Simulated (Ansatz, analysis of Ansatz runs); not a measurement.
# Moving an added electron between Sc sites in ScOF (P2_1/c)

Aim: the energy barrier that a trapped electron meets when it moves from one Sc atom to another one nearby in ScOF (P2_1/c). The model is a cell of 96 host atoms.

Main program and level: Ansatz 0.2.0; plane-wave PAW DFT, PBEsol+U; relaxation of all atoms of a supercell at fixed charge in a uniform background; PAW set soft_1.

Most raw output is cut from this account.

### Step 1. Starting point

The cell holds 96 atoms: 32 Sc, 32 O and 32 F. Its edges and angles: a = 10.308 Å, b = 11.473 Å, c = 10.428 Å, α = 94.5°, β = 100.0°, γ = 63.3°. It derives from ScOF (space group P2_1/c). Nearest the centre at fractional (0.555, 0.389, 0.375): O63 at 1.31 Å, O81 at 1.35 Å, Sc55 at 1.61 Å, Sc53 at 1.61 Å, F20 at 2.42 Å, O12 at 2.75 Å, O14 at 2.76 Å, F68 at 2.84 Å.

Hubbard terms: Sc d 4.5 eV. They were chosen, not fitted, to curb self-interaction in the shells named, the trial site's among them. The two sites are Sc55 and Sc53. The cell's shortest repeat is 10.3 Å.

### Step 2. The cell without the carrier

The neutral cell is relaxed first, from small random displacements, so that bond lengths and moments with the carrier can be set beside those of a relaxed cell without it.

neutral.relax/input.yaml

```yaml
crystal:
  lattice:
    - [10.30826231, 0.0, -0.01094599]
    - [5.15413116, 10.25004701, -0.00547299]
    - [-1.79841148, 0.0, 10.27151708]
  atoms:
    - { symbol: Sc, position: [0.227867, 0.235996, 0.144024] }
    - { symbol: Sc, position: [0.477867, 0.735996, 0.144024] }
[... 1 atom line left out ...]
    - { symbol: Sc, position: [0.411137, 0.485996, 0.105976] }
    - { symbol: Sc, position: [0.022133, 0.264004, 0.355976] }
    - { symbol: Sc, position: [0.272133, 0.764004, 0.355976] }
    - { symbol: Sc, position: [0.088863, 0.514004, 0.394024] }
[... 4 atom lines left out ...]
    - { symbol: O, position: [0.416598, 0.623099, 0.244039] }
[... 1 atom line left out ...]
    - { symbol: O, position: [0.414697, 0.626901, 0.494039] }
    - { symbol: O, position: [0.083402, 0.376901, 0.255961] }
[... 1 atom line left out ...]
    - { symbol: F, position: [0.139579, 0.663593, 0.329481] }
    - { symbol: F, position: [0.389579, 0.163593, 0.329481] }
[... 1 atom line left out ...]
    - { symbol: F, position: [0.321828, 0.413593, 0.420519] }
[... 1 atom line left out ...]
    - { symbol: F, position: [0.360421, 0.336407, 0.170519] }
    - { symbol: F, position: [0.178172, 0.586407, 0.079481] }
    - { symbol: F, position: [0.428172, 0.086407, 0.079481] }
[... 1 atom line left out ...]
    - { symbol: Sc, position: [0.477867, 0.735996, 0.644024] }
[... 1 atom line left out ...]
    - { symbol: Sc, position: [0.411137, 0.485996, 0.605976] }
[... 7 atom lines left out ...]
    - { symbol: O, position: [0.416598, 0.623099, 0.744039] }
[... 1 atom line left out ...]
    - { symbol: O, position: [0.414697, 0.626901, 0.994039] }
[... 5 atom lines left out ...]
    - { symbol: F, position: [0.321828, 0.413593, 0.920519] }
[... 1 atom line left out ...]
    - { symbol: F, position: [0.360421, 0.336407, 0.670519] }
    - { symbol: F, position: [0.178172, 0.586407, 0.579481] }
    - { symbol: F, position: [0.428172, 0.086407, 0.579481] }
    - { symbol: Sc, position: [0.727867, 0.235996, 0.144024] }
[... 3 atom lines left out ...]
    - { symbol: Sc, position: [0.522133, 0.264004, 0.355976] }
[... 1 atom line left out ...]
    - { symbol: Sc, position: [0.588863, 0.514004, 0.394024] }
    - { symbol: Sc, position: [0.838863, 0.014004, 0.394024] }
    - { symbol: O, position: [0.585303, 0.373099, 0.005961] }
[... 1 atom line left out ...]
    - { symbol: O, position: [0.666598, 0.123099, 0.244039] }
[... 1 atom line left out ...]
    - { symbol: O, position: [0.664697, 0.126901, 0.494039] }
[... 1 atom line left out ...]
    - { symbol: O, position: [0.583402, 0.376901, 0.255961] }
[... 1 atom line left out ...]
    - { symbol: F, position: [0.639579, 0.663593, 0.329481] }
    - { symbol: F, position: [0.889579, 0.163593, 0.329481] }
[... 1 atom line left out ...]
    - { symbol: F, position: [0.821828, 0.413593, 0.420519] }
[... 1 atom line left out ...]
    - { symbol: F, position: [0.860421, 0.336407, 0.170519] }
    - { symbol: F, position: [0.678172, 0.586407, 0.079481] }
[... 1 atom line left out ...]
    - { symbol: Sc, position: [0.727867, 0.235996, 0.644024] }
[... 2 atom lines left out ...]
    - { symbol: Sc, position: [0.911137, 0.485996, 0.605976] }
[... 4 atom lines left out ...]
    - { symbol: O, position: [0.585303, 0.373099, 0.505961] }
[... 1 atom line left out ...]
    - { symbol: O, position: [0.666598, 0.123099, 0.744039] }
[... 1 atom line left out ...]
    - { symbol: O, position: [0.664697, 0.126901, 0.994039] }
[... 1 atom line left out ...]
    - { symbol: O, position: [0.583402, 0.376901, 0.755961] }
[... 6 atom lines left out ...]
    - { symbol: F, position: [0.860421, 0.336407, 0.670519] }
    - { symbol: F, position: [0.678172, 0.586407, 0.579481] }
    - { symbol: F, position: [0.928172, 0.086407, 0.579481] }
basis:
  ecutwfc: 420
  xc_grid: 2
hamiltonian:
  xc: pbesol
  hubbard:
    sites: [{ species: Sc, l: d, u_eff: 4.5 }]
    projectors: ortho-atomic
  pseudopotentials: { kind: paw, azcp: { folder: soft_1 }, xc_functional: pbe }
kpoints:
  mp_grid: { grid: [1, 1, 1] }
scf:
  occupations: { method: fermi_dirac, width: 0.01 }
  max_iter: 120
  lower_state_search: "off"
output:
  forces: true
relax:
  f_tol: 0.02
  max_steps: 70
  random_displacement: { amplitude: 0.04, seed: 9671 }
checkpoint:
  write: "../neutral.relax.run"
  compress: false
  write_wavefunctions: true
  write_every: 100000
```

Command:

```console
$ ansatz run input.yaml --threads 32 --pin off --max-ram 84787MiB --backend cuda --events-out ev --progress --plain --runs-dir out --max-vram 78GiB
```

Wall time 3.7 s (1 × NVIDIA GB200 with 32 threads of Arm Neoverse V2, shared host); peak memory 1.4 GiB.

The largest displacement from an ideal site is 0.012 Å.

### Step 3. The electron on the first site

The nearest neighbour or neighbours of the site start displaced and the site's starting moment is changed by the carrier's spin, since a carrier doesn't trap itself in the undistorted lattice.

A.relax/input.yaml

```yaml
crystal:
  lattice:
    - [10.30826231, 0.0, -0.01094599]
    - [5.15413116, 10.25004701, -0.00547299]
    - [-1.79841148, 0.0, 10.27151708]
  atoms:
    - { symbol: Sc, position: [0.228223, 0.236354, 0.143837] }
    - { symbol: Sc, position: [0.478231, 0.736346, 0.143858] }
[... 1 atom line left out ...]
    - { symbol: Sc, position: [0.410013, 0.486454, 0.105804] }
    - { symbol: Sc, position: [0.021022, 0.26444, 0.355722] }
    - { symbol: Sc, position: [0.270956, 0.764511, 0.355749] }
    - { symbol: Sc, position: [0.089154, 0.514441, 0.393989] }
[... 4 atom lines left out ...]
    - { symbol: O, position: [0.399148, 0.63384, 0.230055] }
[... 1 atom line left out ...]
    - { symbol: O, position: [0.396653, 0.638079, 0.50377] }
    - { symbol: O, position: [0.083929, 0.377273, 0.255504] }
[... 1 atom line left out ...]
    - { symbol: F, position: [0.138929, 0.663651, 0.329422] }
    - { symbol: F, position: [0.388909, 0.163594, 0.329637] }
[... 1 atom line left out ...]
    - { symbol: F, position: [0.322105, 0.413329, 0.420543] }
[... 1 atom line left out ...]
    - { symbol: F, position: [0.359961, 0.337498, 0.170514] }
    - { symbol: F, position: [0.177095, 0.587417, 0.079209] }
    - { symbol: F, position: [0.427125, 0.08712, 0.079693] }
[... 1 atom line left out ...]
    - { symbol: Sc, position: [0.47821, 0.736348, 0.643807] }
[... 1 atom line left out ...]
    - { symbol: Sc, position: [0.410097, 0.486367, 0.605804] }
[... 7 atom lines left out ...]
    - { symbol: O, position: [0.415528, 0.62342, 0.744206] }
[... 1 atom line left out ...]
    - { symbol: O, position: [0.413645, 0.627221, 0.994216] }
[... 5 atom lines left out ...]
    - { symbol: F, position: [0.322073, 0.413618, 0.920387] }
[... 1 atom line left out ...]
    - { symbol: F, position: [0.360214, 0.337359, 0.670587] }
    - { symbol: F, position: [0.177121, 0.587231, 0.579145] }
    - { symbol: F, position: [0.427207, 0.0872, 0.579782] }
    - { symbol: Sc, position: [0.728186, 0.236358, 0.143924] }
[... 3 atom lines left out ...]
    - { symbol: Sc, position: [0.520956, 0.264434, 0.355886] }
[... 1 atom line left out ...]
    - { symbol: Sc, position: [0.589077, 0.514373, 0.39383], spin: 1.0 }
    - { symbol: Sc, position: [0.839113, 0.014459, 0.39382] }
    - { symbol: O, position: [0.585731, 0.373502, 0.005489] }
[... 1 atom line left out ...]
    - { symbol: O, position: [0.665242, 0.123526, 0.244305] }
[... 1 atom line left out ...]
    - { symbol: O, position: [0.663515, 0.127245, 0.494331] }
[... 1 atom line left out ...]
    - { symbol: O, position: [0.583157, 0.363994, 0.241989] }
[... 1 atom line left out ...]
    - { symbol: F, position: [0.643396, 0.677456, 0.323674] }
    - { symbol: F, position: [0.88872, 0.163799, 0.329167] }
[... 1 atom line left out ...]
    - { symbol: F, position: [0.843957, 0.404223, 0.422624] }
[... 1 atom line left out ...]
    - { symbol: F, position: [0.860471, 0.337105, 0.170097] }
    - { symbol: F, position: [0.677289, 0.586923, 0.079654] }
[... 1 atom line left out ...]
    - { symbol: Sc, position: [0.728234, 0.236259, 0.64391] }
[... 2 atom lines left out ...]
    - { symbol: Sc, position: [0.910018, 0.486332, 0.605817] }
[... 4 atom lines left out ...]
    - { symbol: O, position: [0.585315, 0.360051, 0.516271] }
[... 1 atom line left out ...]
    - { symbol: O, position: [0.665374, 0.123381, 0.744357] }
[... 1 atom line left out ...]
    - { symbol: O, position: [0.663586, 0.12723, 0.994346] }
[... 1 atom line left out ...]
    - { symbol: O, position: [0.583994, 0.377117, 0.755465] }
[... 6 atom lines left out ...]
    - { symbol: F, position: [0.860724, 0.336681, 0.669971] }
    - { symbol: F, position: [0.684924, 0.59348, 0.596104] }
    - { symbol: F, position: [0.92717, 0.087085, 0.579099] }
total_charge: -1
basis:
  ecutwfc: 420
  xc_grid: 2
hamiltonian:
  xc: pbesol
  hubbard:
    sites: [{ species: Sc, l: d, u_eff: 4.5 }]
    projectors: ortho-atomic
  pseudopotentials: { kind: paw, azcp: { folder: soft_1 }, xc_functional: pbe }
kpoints:
  mp_grid: { grid: [1, 1, 1] }
magnetization:
  spin_polarized: true
  initial_magnetization: 1
  spin_locking: { lock_magnetization: hard }
scf:
  occupations: { method: fermi_dirac, width: 0.01 }
  max_iter: 120
  lower_state_search: "off"
output:
  forces: true
relax:
  f_tol: 0.015
  max_steps: 70
  escape_saddle: false
checkpoint:
  write: "../A.relax.run"
  compress: false
  write_wavefunctions: true
  write_every: 100000
```

Run time: 8.1 s. Hardware: 1 × NVIDIA GB200 with 32 threads; peak memory 1.8 GiB.

The steps of the relaxation:

| step | energy less that of the first step (eV) | largest force component (eV/Å) |
| --- | --- | --- |
| 1 | 0.0000 | 1.9492 |
| 2 | -0.8186 | 0.5930 |
| 3 | -0.9025 | 0.2453 |
| 4 | -0.0932 | 1.3481 |
| 5 | -0.9257 | 0.0308 |
| 6 | -0.9263 | 0.0119 |

Relaxation step 4 was tried and not accepted.

The atoms that moved most (Å):

| atom | dx | dy | dz | length |
| --- | --- | --- | --- | --- |
| F95 | -0.063 | -0.040 | -0.120 | 0.141 |
| O63 | -0.005 | 0.098 | 0.098 | 0.138 |
| F68 | -0.112 | 0.080 | 0.013 | 0.138 |
| O81 | 0.029 | 0.077 | -0.089 | 0.121 |
| O12 | 0.022 | -0.063 | 0.092 | 0.114 |
| F65 | -0.079 | -0.068 | 0.002 | 0.104 |
| O14 | 0.021 | -0.056 | -0.032 | 0.068 |
| Sc55 | 0.030 | 0.042 | 0.019 | 0.055 |

The moves above count from the input, in which the site's nearest neighbours were already displaced; the distances below compare with the cell without the carrier.

Distances from Sc55 without and with the electron:

| atom | without (Å) | with (Å) |
| --- | --- | --- |
| O63 | 2.06 | 2.18 |
| O81 | 2.08 | 2.20 |
| O14 | 2.10 | 2.22 |
| F68 | 2.12 | 2.18 |
| O12 | 2.13 | 2.23 |
| F65 | 2.18 | 2.24 |
| F95 | 2.26 | 2.27 |

The largest changes of the moments are 0.53 μB on Sc55, 0.02 μB on Sc6 and 0.01 μB on Sc28. The largest part sits on the chosen site.

### Step 4. The electron on the second site

The same start is made on the second site, to get the end of the hop.

B.relax/input.yaml

```yaml
crystal:
  lattice:
    - [10.30826231, 0.0, -0.01094599]
    - [5.15413116, 10.25004701, -0.00547299]
    - [-1.79841148, 0.0, 10.27151708]
  atoms:
    - { symbol: Sc, position: [0.228223, 0.236354, 0.143837] }
    - { symbol: Sc, position: [0.478231, 0.736346, 0.143858] }
[... 9 atom lines left out ...]
    - { symbol: O, position: [0.415368, 0.623597, 0.244184] }
[... 7 atom lines left out ...]
    - { symbol: F, position: [0.303796, 0.426988, 0.42647] }
[... 32 atom lines left out ...]
    - { symbol: Sc, position: [0.520956, 0.264434, 0.355886], spin: 1.0 }
[... 1 atom line left out ...]
    - { symbol: Sc, position: [0.589077, 0.514373, 0.39383] }
[... 7 atom lines left out ...]
    - { symbol: O, position: [0.589624, 0.388091, 0.245805] }
[... 17 atom lines left out ...]
    - { symbol: O, position: [0.591698, 0.383758, 0.519601] }
[... 14 atom lines left out ...]
    - { symbol: F, position: [0.92717, 0.087085, 0.579099] }
total_charge: -1
basis:
  ecutwfc: 420
  xc_grid: 2
hamiltonian:
  xc: pbesol
  hubbard:
    sites: [{ species: Sc, l: d, u_eff: 4.5 }]
    projectors: ortho-atomic
  pseudopotentials: { kind: paw, azcp: { folder: soft_1 }, xc_functional: pbe }
kpoints:
  mp_grid: { grid: [1, 1, 1] }
magnetization:
  spin_polarized: true
  initial_magnetization: 1
  spin_locking: { lock_magnetization: hard }
scf:
  occupations: { method: fermi_dirac, width: 0.01 }
  max_iter: 120
  lower_state_search: "off"
output:
  forces: true
relax:
  f_tol: 0.015
  max_steps: 70
  escape_saddle: false
checkpoint:
  write: "../B.relax.run"
  compress: false
  write_wavefunctions: true
  write_every: 100000
```

Elapsed: 8.5 s, on 1 × NVIDIA GB200 with 32 threads; peak memory 1.9 GiB; 39 s of CPU time.

Distances from Sc53 without and with the electron:

| atom | without (Å) | with (Å) |
| --- | --- | --- |
| O61 | 2.06 | 2.18 |
| O59 | 2.08 | 2.20 |
| O63 | 2.10 | 2.22 |
| F18 | 2.12 | 2.18 |
| O81 | 2.13 | 2.23 |
| F20 | 2.17 | 2.24 |
| F22 | 2.25 | 2.27 |

The largest changes of the moments are 0.53 μB on Sc53, 0.02 μB on Sc55 and 0.01 μB on Sc49. The largest part sits on the chosen site.

### Step 5. Points on the line between the two structures

All atoms move on the straight line between the two relaxed structures, 1.87 amu^1/2 Å long in mass-weighted terms. Each point starts from the state of the point before, once from either end, so that both localised states can be followed; the midpoint is also started with the carrier shared.

A.x0500/input.yaml

```yaml
crystal:
  lattice:
    - [10.30826231, 0.0, -0.01094599]
    - [5.15413116, 10.25004701, -0.00547299]
    - [-1.79841148, 0.0, 10.27151708]
  atoms:
    - { symbol: Sc, position: [0.22771, 0.236069, 0.144198] }
    - { symbol: Sc, position: [0.477997, 0.735454, 0.14477] }
[... 9 atom lines left out ...]
    - { symbol: O, position: [0.408364, 0.626894, 0.241209] }
[... 7 atom lines left out ...]
    - { symbol: F, position: [0.317462, 0.417466, 0.422427] }
[... 32 atom lines left out ...]
    - { symbol: Sc, position: [0.518482, 0.266611, 0.355054] }
[... 1 atom line left out ...]
    - { symbol: Sc, position: [0.588986, 0.515586, 0.394132], spin: 1.0 }
[... 7 atom lines left out ...]
    - { symbol: O, position: [0.585386, 0.378061, 0.250304] }
[... 17 atom lines left out ...]
    - { symbol: O, position: [0.586989, 0.37262, 0.509141] }
[... 14 atom lines left out ...]
    - { symbol: F, position: [0.92949, 0.087386, 0.579977] }
total_charge: -1
basis:
  ecutwfc: 420
  xc_grid: 2
hamiltonian:
  xc: pbesol
  hubbard:
    sites: [{ species: Sc, l: d, u_eff: 4.5 }]
    projectors: ortho-atomic
  pseudopotentials: { kind: paw, azcp: { folder: soft_1 }, xc_functional: pbe }
kpoints:
  mp_grid: { grid: [1, 1, 1] }
magnetization:
  spin_polarized: true
  initial_magnetization: 1
  spin_locking: { lock_magnetization: hard }
scf:
  occupations: { method: fermi_dirac, width: 0.01 }
  max_iter: 120
  lower_state_search: "off"
output:
  forces: true
  eigenvalues: true
  eigenstates: { localisation: true }
  write_density: true
  write_potential: true
  volumetric_format: npy
checkpoint:
  read: "../A.x0375.run"
  write: "../A.x0500.run"
  compress: false
  write_wavefunctions: true
  write_every: 100000
```

Wall time 3.5 s (1 × NVIDIA GB200 with 32 threads); peak memory 1.5 GiB; 16 s of CPU time.

From eigenstates.tsv, first k-point; energies on the run's zero. The participation number counts the atoms that a state is spread over, of 96; bands count from 0.

| spin | band | energy (eV) | occupation | participation | largest share on | share |
| --- | --- | --- | --- | --- | --- | --- |
| down | 378 | 7.795 | 1.00 | 22.4 | O33 | 0.07 |
| down | 379 | 7.840 | 1.00 | 32.9 | O12 | 0.05 |
| down | 380 | 7.866 | 1.00 | 21.8 | O40 | 0.10 |
| down | 381 | 7.905 | 1.00 | 17.4 | O14 | 0.13 |
| down | 382 | 8.003 | 1.00 | 14.7 | O63 | 0.11 |
| down | 383 | 8.184 | 1.00 | 6.9 | O14 | 0.23 |
| down | 384 | 13.248 | 0.00 | 18.8 | Sc53 | 0.16 |
| down | 385 | 13.289 | 0.00 | 27.7 | Sc53 | 0.11 |
| down | 386 | 13.300 | 0.00 | 33.1 | Sc31 | 0.06 |
| down | 387 | 13.329 | 0.00 | 30.3 | Sc53 | 0.08 |
| down | 388 | 13.339 | 0.00 | 28.2 | Sc29 | 0.08 |
| up | 379 | 7.838 | 1.00 | 33.3 | O12 | 0.05 |
| up | 380 | 7.865 | 1.00 | 22.2 | O40 | 0.10 |
| up | 381 | 7.898 | 1.00 | 18.3 | O14 | 0.12 |
| up | 382 | 8.002 | 1.00 | 14.7 | O57 | 0.11 |
| up | 383 | 8.176 | 1.00 | 7.0 | O14 | 0.23 |
| up | 384 | 12.567 | 1.00 | 2.9 | Sc55 | 0.58 |
| up | 385 | 13.231 | 0.00 | 12.8 | Sc53 | 0.24 |
| up | 386 | 13.255 | 0.00 | 15.2 | Sc53 | 0.20 |
| up | 387 | 13.297 | 0.00 | 30.5 | Sc78 | 0.07 |
| up | 388 | 13.316 | 0.00 | 32.3 | Sc78 | 0.07 |
| up | 389 | 13.336 | 0.00 | 26.4 | Sc32 | 0.07 |

Under PBEsol+U (4.5 eV) at the zone centre alone, the highest filled state is spin up, spread over 3 of 96 atoms, and the lowest empty one, 0.66 eV above it, is spin up, spread over 13 of 96 atoms.

The largest moments in the atoms' spheres: Sc55 0.47, Sc6 0.03, Sc53 0.02, Sc4 0.01, Sc28 0.01, Sc49 0.01 μB.

Free energies from the first end:

| started from | fraction | energy (eV) | moment change on Sc55 (μB) | on Sc53 (μB) |
| --- | --- | --- | --- | --- |
| first site | 0 | 0.000 | 0.53 | 0.00 |
| first site | 0.125 | 0.019 | 0.52 | 0.00 |
| first site | 0.25 | 0.075 | 0.51 | 0.01 |
| first site | 0.375 | 0.169 | 0.49 | 0.01 |
| first site | 0.5 | 0.297 | 0.47 | 0.02 |
| first site | 0.625 | 0.154 | 0.07 | 0.46 |
| second site | 0.875 | 0.018 | 0.03 | 0.52 |
| second site | 0.75 | 0.071 | 0.04 | 0.50 |
| second site | 0.625 | 0.154 | 0.07 | 0.46 |
| second site | 0.5 | 0.248 | 0.20 | 0.33 |
| second site | 0.375 | 0.169 | 0.49 | 0.01 |
| shared | 0.5 | 0.248 | 0.20 | 0.33 |
| second site | 1 | 0.000 | 0.02 | 0.53 |

### Step 6. Results

| Property | Result |
| --- | --- |
| barrier forward | 0.25 eV |
| barrier backward | 0.25 eV |
| distance of the two sites without the carrier | 3.23 Å |
| carrier at the midpoint | shared |

What this shows: On this line the electron must cross 0.25 eV to hop 3.23 Å; both ends have the same energy within 0.005 eV. At the midpoint the lowest state found shares the carrier between both sites and lies 0.05 eV under a state that keeps it on one, a rough sign of the coupling between the sites. With an assumed attempt frequency of 1e13 per second the rate at 300 K would be 7e+08 per second for this barrier, if every crossing succeeded. A straight line need not be the lowest path, so the true barrier at this U can be lower, or higher if the ends can still break their symmetry. No run compares the localised electron with one spread in the band, so its binding is unknown and the barrier may exceed it. The program's search for lower electronic states was switched off in all runs, so that each state is followed; none is shown to be the lowest at its structure. No image-charge correction is applied; it nearly cancels along the line while the charge stays localised. What this leaves open: sampling at the zone centre alone can move energies of charged and open-shell states by tenths of an eV or more in cells of this size; gap and trapping depend on the U chosen (Sc d 4.5 eV).

[Logs are printed without paths, hosts, clocks, repeated set-up lines and the standing remarks that a program may print on its own settings, such as how far it seeks lower states.]

[Hosts, paths, dates, database ids (printed as entryN), source tags and the programs' standing remarks are cut or masked in the printed files.]
